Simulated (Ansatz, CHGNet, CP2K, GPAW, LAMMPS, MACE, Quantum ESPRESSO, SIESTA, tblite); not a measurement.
**A faulty SIESTA run on liquid mixture of dimethylformamide and H2O at 300 K (102 atoms)**

Program: SIESTA 5.4.2, a calculation on a cell of 15 C, 5 N, 19 O and 63 H, 10.4 Å³ an atom.

input.fdf reads:

```
SystemLabel cell
NumberOfAtoms 102
NumberOfSpecies 4
%block ChemicalSpeciesLabel
  1 6 C
  2 7 N
  3 8 O
  4 1 H
%endblock ChemicalSpeciesLabel
LatticeConstant 1.0 Ang
%block LatticeVectors
  10.18782 0.00000 0.00000
  0.00000 10.18782 0.00000
  0.00000 0.00000 10.18782
%endblock LatticeVectors
PAO.BasisSize DZP
PAO.EnergyShift 0.01 Ry
XC.Functional GGA
XC.Authors PBE96
MeshCutoff 500 Ry
%block kgrid_Monkhorst_Pack
  1 0 0 0.0
  0 1 0 0.0
  0 0 1 0.0
%endblock kgrid_Monkhorst_Pack
SolutionMethod diagon
OccupationFunction FD
ElectronicTemperature 580 K
SCF.Mixer.Method Pulay
SCF.Mixer.Weight 0.15
SCF.Mixer.History 8
SCF.Mix Hamiltonian
MaxSCFIterations 60
SCF.DM.Tolerance 1e-04
SCF.H.Tolerance 1.0e-3 eV
WriteForces T
Write.HirshfeldPop T
Write.VoronoiPop T
Write.DM F
Write.H F
XML.Write F
AtomicCoordinatesFormat Fractional
%block AtomicCoordinatesAndAtomicSpecies
  0.79614 0.54605 0.42409 1
  0.89790 0.46975 0.35410 2
  0.85219 0.40594 0.23543 1
  0.02878 0.48058 0.39040 1
  0.09024 0.55466 0.46045 3
  0.83709 0.62426 0.48221 4
  0.73960 0.59572 0.34938 4
  0.74528 0.47002 0.47701 4
  0.94035 0.37479 0.18260 4
  0.79594 0.31829 0.26070 4
[... 88 atom lines left out ...]
  0.45187 0.53858 0.71773 4
  0.25218 0.97432 0.56187 3
  0.25052 0.91052 0.63644 4
  0.33539 0.96306 0.51103 4
%endblock AtomicCoordinatesAndAtomicSpecies
```

The run is started by

```
$ OMP_NUM_THREADS=1 mpirun -np 2 siesta < input.fdf > output.txt
```

The program printed:

```text
Version         : 5.4.2
reinit: System Name:
reinit: System Label: cell
initatom: Reading input for the pseudopotentials and atomic orbitals ----------
Species number:   1 Atomic number:    6 Label: C
Species number:   2 Atomic number:    7 Label: N
Species number:   3 Atomic number:    8 Label: O
Species number:   4 Atomic number:    1 Label: H
Ground state valence configuration (from tables):   2s02  2p02  3d00  4f00
Ground state valence configuration (from tables):   2s02  2p03  3d00  4f00
Ground state valence configuration (from tables):   2s02  2p04  3d00  4f00
Ground state valence configuration (from tables):   1s01  2p00  3d00  4f00
---- Processing specs for species: C
GGA--PBE XC_GGA_X_PBE--XC_GGA_C_PBE pb
---- Processing specs for species: N
GGA--PBE XC_GGA_X_PBE--XC_GGA_C_PBE pb
---- Processing specs for species: O
GGA--PBE XC_GGA_X_PBE--XC_GGA_C_PBE pb
---- Processing specs for species: H
GGA--PBE XC_GGA_X_PBE--XC_GGA_C_PBE pb
C pseudopotential only contains V_ls up to l=1 -- lmxkb reset.
N pseudopotential only contains V_ls up to l=1 -- lmxkb reset.
O pseudopotential only contains V_ls up to l=2 -- lmxkb reset.
H pseudopotential only contains V_ls up to l=1 -- lmxkb reset.
Using PAO.SplitTailNorm
atom: Called for C                     (Z =   6)
NOTE: C pseudopotential has channels up to l= 1
NOTE: PAOs with higher l will be generated with V_local
Maximum radius (at nrval) set to   50.00000 8518
read_vps: Pseudopotential generation method:
read_vps: ONCVPSP-3.Hamann oncvpsp
Valence charge in pseudo generation:    4.00000
read_vps: Pseudopotential includes a core correction:
read_vps: Pseudo-core for xc-correction
xc_check: Exchange-correlation functional:
xc_check: GGA PBE96
xc_check: WARNING: Pseudopotential generated with GGA PBE functional
GGAXC: Unknown author PBE96
GGAXC: Unknown author PBE96
Stopping Program from Node:    0
Stopping Program from Node:    0
```

It took 0.56 s on 2 MPI ranks of Arm Neoverse V2, shared host; peak memory 0.33 GiB.

Banners, paths, timers and routine set-up lines are dropped from the logs unmarked, and long logs keep their key lines alone; longer cuts are marked.

**Question.** Which part of the input is at fault, and how is it mended?

An unknown functional: functional PBE96.

The program stopped at the start.

[Also dropped from logs without a mark: logging warnings of Python, and SIESTA's first energy breakdown and zero terms.]

[Logs are printed without paths, hosts, clocks, repeated set-up lines and the standing remarks that a program may print on its own settings, such as how far it seeks lower states.]

[Hosts, paths, dates, database ids (printed as entryN), source tags and the programs' standing remarks are cut or masked in the printed files.]
